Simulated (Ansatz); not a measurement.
Rows from a G0W0 calculation on SrTiO3 (I4/mcm) (Ansatz 0.2.0; G0W0 on PBE, plane waves, PAW; 4×4×4 mesh, 1991 empty bands, screening to 380 eV, hard PAW files), in eV. Spin-orbit coupling is left out.

```
row  k  band   start       Σx  Σc at the solution      Vxc
  A  Γ    c3  11.954  -12.640              -6.820  -20.274
  B  Γ    v3  10.053  -26.070               4.210  -21.009
  C  Γ    v1  10.059  -26.081               4.208  -21.023
  D  Γ    c1  11.954  -12.644              -6.815  -20.273
```

Q: Give the quasiparticle energies and the shift of each level.

The quasiparticle equation reads E = start + Σx + Σc(E) − Vxc.

```
row  E (eV)  shift (eV)
  A  12.769      +0.814
  B   9.202      −0.851
  C   9.208      −0.851
  D  12.767      +0.813
```

Limits: not at the basis limit; no spin-orbit coupling.

[Paths, hosts, dates, memory and timing lines, banners, echoed tables and standing remarks are left out of the program output.]

[Logs are printed without paths, hosts, clocks, repeated set-up lines and the standing remarks that a program may print on its own settings, such as how far it seeks lower states.]

[Runs of the session that timed out or met a known fault of the program may be left out.]

[Cells called generated may have been cut or substituted from an entry of the Crystallography Open Database or the Materials Project.]

[Hosts, paths, dates, database ids (printed as entryN), source tags and the programs' standing remarks are cut or masked in the printed files.]
